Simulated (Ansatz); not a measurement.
## LiSc3 (built on the sites of a database entry of LiAl3): following an unstable mode

Which phase does LiSc3 (built on the sites of a database entry of LiAl3) fall into along its unstable mode, and how much energy does it gain?

Calculated with Ansatz 0.2.0; DFT PBEsol, scalar-relativistic, plane waves, PAW.

The structure was built from a prototype and need not be the compound's stable phase.

## (1) Set-up

The structure is cubic, space group Pm-3m (No. 221). The conventional cell has a = 4.476 Å, b = 4.476 Å, c = 4.476 Å, α = 90.00°, β = 90.00°, γ = 90.00°. Li has 12 Sc at 3.16 Å nearest. Nearest to Sc lie 4 Li at 3.16 Å and 8 Sc at 3.16 Å. Farther neighbours are not listed.

## (2) Response at finite wavevector

The cell comes from relaxations at this level that are not shown. Stability and thermal properties need the whole zone. Linear response on a 4×4×4 q mesh gives force constants as far as a supercell of that size would.

The input, input.yaml:

```yaml
crystal:
  lattice:
    - [4.4755295906, 0.0, 0.0]
    - [0.0, 4.4755295906, 0.0]
    - [0.0, 0.0, 4.4755295906]
  atoms:
    - { symbol: Li, position: [0.0, 0.0, 0.0] }
    - { symbol: Sc, position: [0.5, 0.5, 0.0] }
    - { symbol: Sc, position: [0.5, 0.0, 0.5] }
    - { symbol: Sc, position: [0.0, 0.5, 0.5] }
kpoints:
  mp_grid: { grid: [12, 12, 12] }
hamiltonian:
  xc: pbesol
scf:
  occupations: { method: methfessel_paxton, width: 0.2 }
output:
  eigenvalues: true
phonons:
  method: dfpt
  qmesh: [4, 4, 4]
  temperatures: { t_max: 1000, t_step: 50 }
  qpath:
    path:
      - [[0.0, 0.0, 0.0], [0.0, 0.5, 0.0], [0.5, 0.5, 0.0], [0.0, 0.0, 0.0], [0.5, 0.5, 0.5], [0.0, 0.5, 0.0]]
      - [[0.5, 0.5, 0.5], [0.5, 0.5, 0.0]]
    npoints: 10
```

Command:

```
ansatz run input.yaml --threads 4 --pin off --max-ram 14336MiB --backend cpu --events-out ev --progress --plain --runs-dir out
```

Numbers of over 12 decimals in the logs are rounded to 6 here.

The log of the run:

```text
Engine: ansatz 0.2.0, aarch64-unknown-linux-gnu
Pseudopotentials: kind: paw
Pseudopotential: Li, paw, valence charge 3, recommended cutoff 420 eV (normal), Li.paw.azcp
Pseudopotential: Sc, paw, valence charge 11, recommended cutoff 420 eV (normal), Sc.paw.azcp
Functional definition: PBEsol
  exchange = pbesol_x
  correlation = pbesol_c
Crystal: 4 atoms, lattice volume = 89.646 Å³
Basis set: ecut = 420 eV, 1743 PW (Γ), exchange–correlation on 60×60×60 points (8 copies of the dense FFT grid, shifted against one another)
Bands: 22, of which v1, the nominal top of the filled ones, is band 18 counted from 1 (17 counted from 0)
Symmetry: 48 space group operations
k-points: 84 of 1728
Non-local potential: Li, projectors of the file, l = 0: 3, l = 1: 2, l = 2: 1
Non-local potential: Sc, projectors of the file, l = 0: 3, l = 1: 2, l = 2: 3, l = 3: 1
PAW form: soft (Blöchl's): semilocal exchange-correlation on the pseudo side does not see the compensation charge
PAW frozen core: Sc, regenerated for the run's functional, and the local potential with it (the file was generated under x = pbe(κ = 0.804, μ = 0.219515), c = pbe(β = 0.066725))
PAW one-centre angular grid: Li, 110 points (default); XC on 64 Gauss nodes
PAW one-centre angular grid: Sc, 590 points (default); XC on 64 Gauss nodes
Initial density: superposition of atomic densities (neutral atoms: chi_scale 0, normalization atom), corrected by the library's trained network
Initial wavefunctions: pseudopotential atomic-orbital guess
Functional: x = pbesol(κ = 0.804, μ = 0.123457), c = pbesol(β = 0.046)
SCF iter   1: F=—  HF=-6536.180666 eV  |F-HF|=—  |Δ(HF+E_count)|=         —  Δρ=4.67e-3  dr2=2.69e-2  ethr=1.77e-3  ⟨swp⟩=3.6  Hψ=15319  notcnv=0
automatic band count: the SCF goes on with 26 bands, as 22 were too few: they end inside the smearing window of the response
preconditioner: auto → Kerker (q_TF=auto, 2.343 Å⁻¹)  [metal: Δε(μ)=0.007 eV  Ē_g=2.683 eV  σ=0.200 eV  W_gap=0.03  n_scr=18 (ndim 8)  ℏωp=12.4 eV  f_vac=0.000  D(μ)=9.57/eV (n_scr^D=122)]
SCF iter   2: F=—  HF=-6536.174065 eV  |F-HF|=—  |Δ(HF+E_count)|=   6.60e-3  S|Δr|=    0.00e0  Δρ=2.13e-3  dr2=5.68e-3  ethr=7.48e-5  ⟨swp⟩=1.0  Hψ=2856  notcnv=0  defer=1
SCF iter   3: F=—  HF=-6536.172713 eV  |F-HF|=—  |Δ(HF+E_count)|=   1.35e-3  S|Δr|=    0.00e0  Δρ=6.11e-4  dr2=4.24e-4  ethr=1.58e-5  ⟨swp⟩=2.2  Hψ=2724  notcnv=0  defer=1
SCF iter   4: F=—  HF=-6536.172613 eV  |F-HF|=—  |Δ(HF+E_count)|=   1.00e-4  S|Δr|=    0.00e0  Δρ=1.03e-4  dr2=1.76e-5  ethr=1.18e-6  ⟨swp⟩=1.9  Hψ=2323  notcnv=0  defer=1
SCF iter   5: F=—  HF=-6536.172610 eV  |F-HF|=—  |Δ(HF+E_count)|=   3.43e-6  S|Δr|=    0.00e0  Δρ=2.75e-5  dr2=7.20e-7  ethr=4.90e-8  ⟨swp⟩=2.0  Hψ=2526  notcnv=0  defer=1
SCF iter   6: F=—  HF=-6536.172610 eV  |F-HF|=—  |Δ(HF+E_count)|=   1.59e-7  S|Δr|=    0.00e0  Δρ=8.25e-6  dr2=8.33e-8  ethr=2.00e-9  ⟨swp⟩=2.8  Hψ=3742  notcnv=0  defer=1
SCF iter   7: F=—  HF=-6536.172610 eV  |F-HF|=—  |Δ(HF+E_count)|=   1.63e-8  S|Δr|=    0.00e0  Δρ=1.61e-6  dr2=2.44e-9  ethr=2.32e-10  ⟨swp⟩=2.0  Hψ=3311  notcnv=0  defer=1
SCF iter   8: F=—  HF=-6536.172610 eV  |F-HF|=—  |Δ(HF+E_count)|=  4.49e-10  S|Δr|=    0.00e0  Δρ=2.74e-7  dr2=8.36e-11  ethr=6.78e-12  ⟨swp⟩=2.0  Hψ=3351  notcnv=0  defer=1
SCF iter   9: F=-6536.172610 eV  HF=-6536.172610 eV  |F-HF|=0.00e0  |Δ(HF+E_count)|=  1.82e-12  S|Δr|=    0.00e0  Δρ=3.14e-8  dr2=7.68e-13  ethr=1.00e-12  ⟨swp⟩=6.2  Hψ=8240  notcnv=0
SCF 1 converged in 9 iterations: F = -6536.172610 eV  dr2 = 7.68e-13
  greatest PAW one-centre occupation: 1.000 electrons in one spin orbital (limit 2), on the Li atom at site 0 (counted from 0), in its partial waves of l = 0
Initial density: read from a saved state, or passed on in memory by an earlier SCF of this step, an earlier step, the calling program or the single point that the run made first
iter 1 solved again at ethr=8.85e-8 eV; its pass at ethr=3.10e-3 eV (dr2=3.19e-5 eV) is discarded
SCF iter   1: F=—  HF=-6536.172609 eV  |F-HF|=—  |Δ(HF+E_count)|=         —  Δρ=8.24e-7  dr2=7.48e-10  ethr=8.85e-8  ⟨swp⟩=3.2  Hψ=11650  notcnv=0
eigensolver tolerance schedule: the retry pair's looser diagonalisation over-reported the residual by 42596.49 of it (diagonalisation noise at an unbounded share of the residual, at the tolerance the schedule requests for it); recorded, not acted on — ethr = c·dr2/N_el stays at c = 1.0e-1
preconditioner: auto → Kerker (q_TF=auto, 2.343 Å⁻¹)  [metal: Δε(μ)=0.003 eV  Ē_g=1.908 eV  σ=0.200 eV  W_gap=0.01  n_scr=18 (ndim 8)  ℏωp=12.4 eV  f_vac=0.000  D(μ)=9.75/eV (n_scr^D=122)]
SCF iter   2: F=—  HF=-6536.172610 eV  |F-HF|=—  |Δ(HF+E_count)|=   1.01e-6  S|Δr|=    0.00e0  Δρ=4.45e-7  dr2=2.19e-10  ethr=2.08e-12  ⟨swp⟩=2.7  Hψ=3688  notcnv=0
SCF iter   3: F=—  HF=-6536.172610 eV  |F-HF|=—  |Δ(HF+E_count)|=  2.91e-11  S|Δr|=    0.00e0  Δρ=2.60e-7  dr2=7.36e-11  ethr=1.00e-12  ⟨swp⟩=1.0  Hψ=1848  notcnv=0
SCF iter   4: F=—  HF=-6536.172610 eV  |F-HF|=—  |Δ(HF+E_count)|=  1.09e-11  S|Δr|=    0.00e0  Δρ=1.28e-7  dr2=1.70e-11  ethr=1.00e-12  ⟨swp⟩=1.0  Hψ=1848  notcnv=0
SCF iter   5: F=-6536.172610 eV  HF=-6536.172610 eV  |F-HF|=6.37e-12  |Δ(HF+E_count)|=  9.09e-13  S|Δr|=    0.00e0  Δρ=8.12e-8  dr2=7.62e-12  ethr=1.00e-12  ⟨swp⟩=1.9  Hψ=2397  notcnv=0
SCF 2 converged in 5 iterations: F = -6536.172610 eV  dr2 = 7.62e-12
phonons: the bands overlap, so this run is a metal and interpolates without the dipole-dipole term. If the crystal is really an insulator or semiconductor, its LO-TO splitting is missing
NSCF: frozen V_eff on 84 k-points
NSCF: frozen V_eff on 343 k-points
DFPT response loops at q = (0, 0, 0) (fractional): preconditioner auto → Kerker (q_TF=auto, 2.343 Å⁻¹) (partly filled bands, converged f_vac=0.000); β = 1.00, the filter's whole step (`scf.mixing.beta` (0.50) is not read by the response loops under this deck's `scf.mixing.preconditioner`; to damp them name `kerker` or `kerker_dos`, under which they read `scf.mixing.beta`, and type it under 1.00, their step now; both keys bind the ground state too); Broyden in place of MSR1
NSCF: frozen V_eff on 1176 k-points
DFPT response loops at q = (0, 0, 0.25) (fractional): mixed as the last ones told, above
NSCF: frozen V_eff on 686 k-points
DFPT response loops at q = (0, 0, -0.5) (fractional): mixed as the last ones told, above
NSCF: frozen V_eff on 2016 k-points
DFPT response loops at q = (0, 0.25, 0.25) (fractional): mixed as the last ones told, above
NSCF: frozen V_eff on 1176 k-points
DFPT response loops at q = (0, 0.25, -0.5) (fractional): mixed as the last ones told, above
NSCF: frozen V_eff on 686 k-points
DFPT response loops at q = (0, -0.5, -0.5) (fractional): mixed as the last ones told, above
NSCF: frozen V_eff on 3456 k-points
DFPT response loops at q = (0.25, 0.25, 0.25) (fractional): mixed as the last ones told, above
NSCF: frozen V_eff on 2016 k-points
DFPT response loops at q = (0.25, 0.25, -0.5) (fractional): mixed as the last ones told, above
NSCF: frozen V_eff on 1176 k-points
DFPT response loops at q = (0.25, -0.5, -0.5) (fractional): mixed as the last ones told, above
NSCF: frozen V_eff on 686 k-points
DFPT response loops at q = (-0.5, -0.5, -0.5) (fractional): mixed as the last ones told, above
SCF converged after 9 iterations
Stability not checked: this state was not tested for a lower state beside it, because cold or Methfessel-Paxton smearing, or corrected tetrahedra, fill the levels in a way that the test cannot read (fill_not_monotonic; see scf.lower_state_search)
Free energy (F): -6536.172610 eV
Harris-Foulkes:  -6536.172610 eV  (|F-HF|=0.00e0)
Internal energy: -6536.157870 eV  (E = F + TS)
E sigma→0 (E₀):  -6536.168925 eV
Entropy (-TS):   -0.014740 eV (-3.685 meV/atom)
Fermi energy:    7.904955 eV
--- Per-component energies (eV) ---
  E_band       = -617.704524
  E_kinetic    = 802.900286
  E_local      = -2839.780432  (includes V_loc(G=0)·N_el)
  E_nonlocal   = 222.087283
  E_hartree    = 977.234758
  E_xc         = -318.762758
  E_vxc        = -396.937051  (∫ρ·V_xc dr)
  E_paw        = -2816.385792  (= ΣΔE_a)
  E_vpaw       = -360.444169  (= ΣTr[D̂ρ^β])
  E_aug_tail   = 0.000041  (compensation charges beyond the density's cutoff)
  E_ewald      = -2563.838330
  E_core_change = 0.387075  (= ΣΔE_core)
  E_smearing   = -0.014740  (= −TS)
  E_closure    = -0.000000  (closes the sum)
  Σ components = -6536.172610   (vs F -6536.172610, Δ=0.00e0)
--- Band table (eV; the first three rows and the last of 84) ---
  k-point 0: bands = [... 14 lower, 6.1391, 7.3009, 7.3009, 7.6661, 7.6661, 7.6661, 9.8382, 9.8382, ... 4 higher]
  k-point 1: bands = [... 14 lower, 6.1680, 7.2325, 7.3548, 7.6804, 7.6804, 7.6859, 9.6773, 9.6773, ... 4 higher]
  k-point 2: bands = [... 14 lower, 6.2365, 7.0406, 7.5120, 7.7209, 7.7209, 7.7424, 9.4130, 9.4130, ... 4 higher]
  k-point 83: bands = [... 14 lower, 6.6218, 6.6218, 6.6218, 8.1147, 8.1147, 8.1147, 8.2540, 9.2752, ... 4 higher]
--- Phonons (Γ-DFPT): 3 representative perturbations + reference (Σ response iterations 9) ---
  ASR residual: 2.145e-5 → 0.000e0 eV/Å²; symmetrization residual: 1.750e-6 eV/Å²
  ASR residual per site (eV/Å²): 3.98e-6 2.15e-5 2.15e-5 2.15e-5
  Γ frequencies (cm⁻¹): 0.00 0.00 0.00 133.40 133.40 133.40 236.50 236.50 236.50 320.18 320.18 320.18
--- Phonons (arbitrary-q DFPT): 10 irreducible q on the 4×4×4 mesh ---
  q = [0.0000, 0.0000, 0.0000] (star 1, of the zone-centre solve; hermiticity 5.49e-7, symmetrization 1.59e-12): -0.00 -0.00 0.00 133.40 133.40 133.40 236.50 236.50 236.50 320.18 320.18 320.18
  q = [0.0000, 0.0000, 0.2500] (star 6, 7 solved perturbations in 3612 linear systems a pass and spin channel, the states on 588 of 1728 k-point pairs; hermiticity 4.36e-7, symmetrization 1.71e-12): 49.65 49.65 64.87 114.20 126.48 126.48 207.74 215.18 215.18 318.27 318.27 319.48
  q = [0.0000, 0.0000, -0.5000] (star 3, 7 solved perturbations in 2107 linear systems a pass and spin channel, the states on 343 of 1728 k-point pairs; hermiticity 1.19e-7, symmetrization 2.25e-12): 87.79 87.79 102.81 106.03 106.03 111.85 165.51 192.13 192.13 317.68 317.68 317.91
  q = [0.0000, 0.2500, 0.2500] (star 12, 7 solved perturbations in 6132 linear systems a pass and spin channel, the states on 1008 of 1728 k-point pairs; hermiticity 3.84e-7, symmetrization 1.42e-13): -29.52 67.01 80.33 104.14 121.51 136.11 174.96 196.22 214.20 314.52 316.41 317.29
  q = [0.0000, 0.2500, -0.5000] (star 12, 12 solved perturbations on 588 of 1728 k-point pairs; hermiticity 4.91e-7, symmetrization 1.81e-13): -36.86 71.28 90.74 100.71 107.89 146.14 156.31 172.17 197.75 312.45 313.69 314.61
  q = [0.0000, -0.5000, -0.5000] (star 3, 7 solved perturbations in 2107 linear systems a pass and spin channel, the states on 343 of 1728 k-point pairs; hermiticity 1.00e-7, symmetrization 2.98e-13): -61.07 93.43 93.43 101.18 111.63 111.63 134.69 173.18 206.96 309.82 310.83 310.83
  q = [0.2500, 0.2500, 0.2500] (star 8, 3 solved perturbations in 3600 linear systems a pass and spin channel, the states on 1728 of 1728 k-point pairs; hermiticity 2.92e-7, symmetrization 9.95e-13): -35.55 -35.55 -19.50 122.29 122.29 136.37 169.34 169.34 224.08 309.90 309.90 312.46
  q = [0.2500, 0.2500, -0.5000] (star 12, 7 solved perturbations in 6132 linear systems a pass and spin channel, the states on 1008 of 1728 k-point pairs; hermiticity 2.06e-7, symmetrization 6.85e-13): -75.39 -48.20 -41.56 101.70 136.02 150.51 155.26 162.08 219.22 305.45 307.74 308.76
  q = [0.2500, -0.5000, -0.5000] (star 6, 7 solved perturbations in 3612 linear systems a pass and spin channel, the states on 588 of 1728 k-point pairs; hermiticity 5.14e-7, symmetrization 2.22e-13): -99.14 -85.50 -85.50 101.03 118.40 157.33 157.33 172.53 230.94 301.86 302.03 302.03
  q = [-0.5000, -0.5000, -0.5000] (star 1, 3 solved perturbations in 735 linear systems a pass and spin channel, the states on 343 of 1728 k-point pairs; hermiticity 5.10e-7, symmetrization 3.33e-12): -127.30 -127.30 -127.30 100.15 100.15 172.80 172.80 172.80 250.22 294.12 294.12 294.12
  sum rule: each row above includes the acoustic sum rule's correction from the zone centre's row sums; it moved no ω² by more than (0.39 cm⁻¹)²
  mesh force constants: q→R imaginary residual 7.00e-19; ASR residual 2.145e-5 → 0.000e0 eV/Å²; symmetrization residual 4.441e-15 eV/Å²
  interpolated dispersion: 62 rows × 12 modes
  density of states and harmonic sums: on the 16×16×16 q-mesh, interpolated from the force constants of a 4×4×4 supercell (no non-analytic term)
  largest difference from the sums on the solved wave vectors: F 1.38e-1 eV, S 1.79e-4 and C_V 4.09e-5 eV/K
  zero-point energy: 0.122017 eV/cell   skipped modes (ω ≤ 0): 211, of them read as no rigid motion or as one in doubt: 208 (1.263e0 modes/cell left out, lowest -127.30 cm⁻¹)   left out of the sums: 1.05e-1 of the cell's modes: C_V's classical limit lies that fraction below 3 k_B per atom; for a crystal, a wire or a layer, F and S can be off by more, and a phonons.interpolated_qmesh denser along its periods is the remedy for the sampling
```

Wall time 28 min (4 threads of Arm Neoverse V2, shared host); peak memory 8.5 GiB; 1.9 h of CPU time.

Reading the cycles: dr2 is the Hartree energy of the density residual (eV), the measure of convergence; HF is the Harris–Foulkes estimate of the energy, which meets the free energy F at convergence.

This step gave:

```
volume per atom                                         : 22.41 Å³
gap on the k-mesh                                       : 0 eV
sum-rule residual before enforcement                    : 2.15e-5 eV/Å²
lowest frequency on the path                            : -127.3 cm⁻¹
point group                                             : m-3m
highest frequency on the path or at a solved wavevector : 320.2 cm⁻¹
highest optical mode at the zone centre (no LO-TO term) : 320.2 cm⁻¹
lowest optical zone-centre mode                         : 133.4 cm⁻¹
lowest mode on the q mesh (acoustic modes at Γ apart)   : -127.3 cm⁻¹
```

Frequencies (cm⁻¹) solved at each irreducible wavevector; negative means imaginary. Frequencies by wavevector, by row:

```tsv
q in reciprocal lattice units	star	mode 1	mode 2	mode 3	mode 4	mode 10	mode 11	mode 12
0 0 0	1	0	0	0	133.4	320.2	320.2	320.2
0 0 0.25	6	49.6	49.6	64.9	114.2	318.3	318.3	319.5
0 0 -0.5	3	87.8	87.8	102.8	106	317.7	317.7	317.9
0 0.25 0.25	12	-29.5	67	80.3	104.1	314.5	316.4	317.3
0 0.25 -0.5	12	-36.9	71.3	90.7	100.7	312.4	313.7	314.6
0 -0.5 -0.5	3	-61.1	93.4	93.4	101.2	309.8	310.8	310.8
0.25 0.25 0.25	8	-35.5	-35.5	-19.5	122.3	309.9	309.9	312.5
0.25 0.25 -0.5	12	-75.4	-48.2	-41.6	101.7	305.4	307.7	308.8
0.25 -0.5 -0.5	6	-99.1	-85.5	-85.5	101	301.9	302	302
-0.5 -0.5 -0.5	1	-127.3	-127.3	-127.3	100.2	294.1	294.1	294.1
```

Interpolated from a 4×4×4 q mesh. Phonon branches along the path, in cm⁻¹:

```tsv
point	branch 1	branch 2	branch 3	branch 4	branch 9	branch 10	branch 11	branch 12
Γ	0	0	0	133	236	320	320	320
halfway	50	50	65	114	215	318	318	320
X	88	88	103	106	192	318	318	318
halfway	-37	71	91	101	198	312	314	315
M	-61	93	93	101	207	310	311	311
halfway	-30	67	80	104	214	314	316	317
Γ	0	0	0	133	236	320	320	320
halfway	-36	-36	-20	122	224	310	310	312
R	-127	-127	-127	100	250	294	294	294
halfway	-75	-48	-42	102	219	305	308	309
X	88	88	103	106	192	318	318	318
jump to R	-127	-127	-127	100	250	294	294	294
halfway	-99	-86	-86	101	231	302	302	302
M	-61	93	93	101	207	310	311	311
```

Symmetry leaves 10 wavevectors to solve. The lowest mode among them, the acoustic zeros apart, lies at q = (-0.5, -0.5, -0.5) and is imaginary, 127.3i cm⁻¹, so the energy falls along it.

## (3) The mode frozen in, largest atomic shift 0 Å

The mode followed lies at q = (-0.5, -0.5, -0.5) with frequency 127.3i cm⁻¹ and is 3-fold degenerate, the softest among the wavevectors solved. At small amplitude the distorted cell has space group no. 74 by a symmetry search on the positions. The undistorted cell that holds it gives the zero of energy on the same k mesh.

System of this step: LiSc3 (built on the sites of a database entry of LiAl3). It takes space group Pm-3m (No. 221, cubic). The conventional cell has a = 4.476 Å, b = 4.476 Å, c = 4.476 Å, α = 90.00°, β = 90.00°, γ = 90.00°. Li has 12 Sc at 3.16 Å nearest. Nearest to Sc lie 8 Sc at 3.16 Å and 4 Li at 3.16 Å. Farther neighbours are not listed.

The input, input.yaml:

```yaml
crystal:
  lattice:
    - [4.4755295906, 4.4755295906, 0.0]
    - [4.4755295906, 0.0, 4.4755295906]
    - [4.4755295906, 0.0, -4.4755295906]
  atoms:
    - { symbol: Li, position: [0.0, 0.5, 0.5] }
    - { symbol: Li, position: [0.0, 0.0, 0.0] }
    - { symbol: Sc, position: [0.5, 0.5, 0.5] }
    - { symbol: Sc, position: [0.5, 0.0, 0.0] }
    - { symbol: Sc, position: [0.0, 0.5, 0.0] }
    - { symbol: Sc, position: [0.0, 0.0, 0.5] }
    - { symbol: Sc, position: [0.5, 0.5, 0.0] }
    - { symbol: Sc, position: [0.5, 0.0, 0.5] }
kpoints:
  mp_grid: { grid: [8, 8, 8] }
hamiltonian:
  xc: pbesol
scf:
  occupations: { method: methfessel_paxton, width: 0.2 }
output:
  forces: true
  stress: true
  eigenvalues: true
```

The log of the run:

```text
[...]
Crystal: 8 atoms, lattice volume = 179.293 Å³
Basis set: ecut = 420 eV, 3479 PW (Γ), exchange–correlation on 90×90×90 points (8 copies of the dense FFT grid, shifted against one another)
Bands: 44, of which v1, the nominal top of the filled ones, is band 36 counted from 1 (35 counted from 0)
Symmetry: 96 space group operations
[...]
k-points: 29 of 512
[...]
k-point 0: bands = [... 32 lower, 7.3010, 7.3010, 7.6660, 7.6660, 7.6660, 8.1148, 8.1148, 8.1148, ... 4 higher]
  k-point 1: bands = [... 32 lower, 7.2880, 7.2880, 7.6540, 7.7126, 7.7126, 8.0871, 8.0913, 8.0913, ... 4 higher]
  k-point 2: bands = [... 32 lower, 7.2456, 7.2456, 7.6132, 7.8419, 7.8433, 7.8433, 8.0647, 8.0647, ... 4 higher]
  k-point 28: bands = [... 32 lower, 7.3695, 7.3695, 7.9478, 7.9478, 8.0794, 8.0794, 8.3667, 8.3667, ... 4 higher]
[key lines of the parts left out:]
SCF converged after 7 iterations
Free energy (F): -13072.345068 eV
Fermi energy:    7.904640 eV
P = ⅓ Tr σ = -0.0013 GPa (-0.013 kbar)
```

It took 3 s on 4 threads; peak memory 0.64 GiB.

This step gave:

| Property | Result |
| --- | --- |
| pressure | -0.001330 GPa |
| energy from the undistorted cell | 0 meV/atom |

The run ends at a pressure of 0.00 GPa.

(Part 1 of 3 ends here.)

[Logs are printed without paths, hosts, clocks, repeated set-up lines and the standing remarks that a program may print on its own settings, such as how far it seeks lower states.]

[Hosts, paths, dates, database ids (printed as entryN), source tags and the programs' standing remarks are cut or masked in the printed files.]
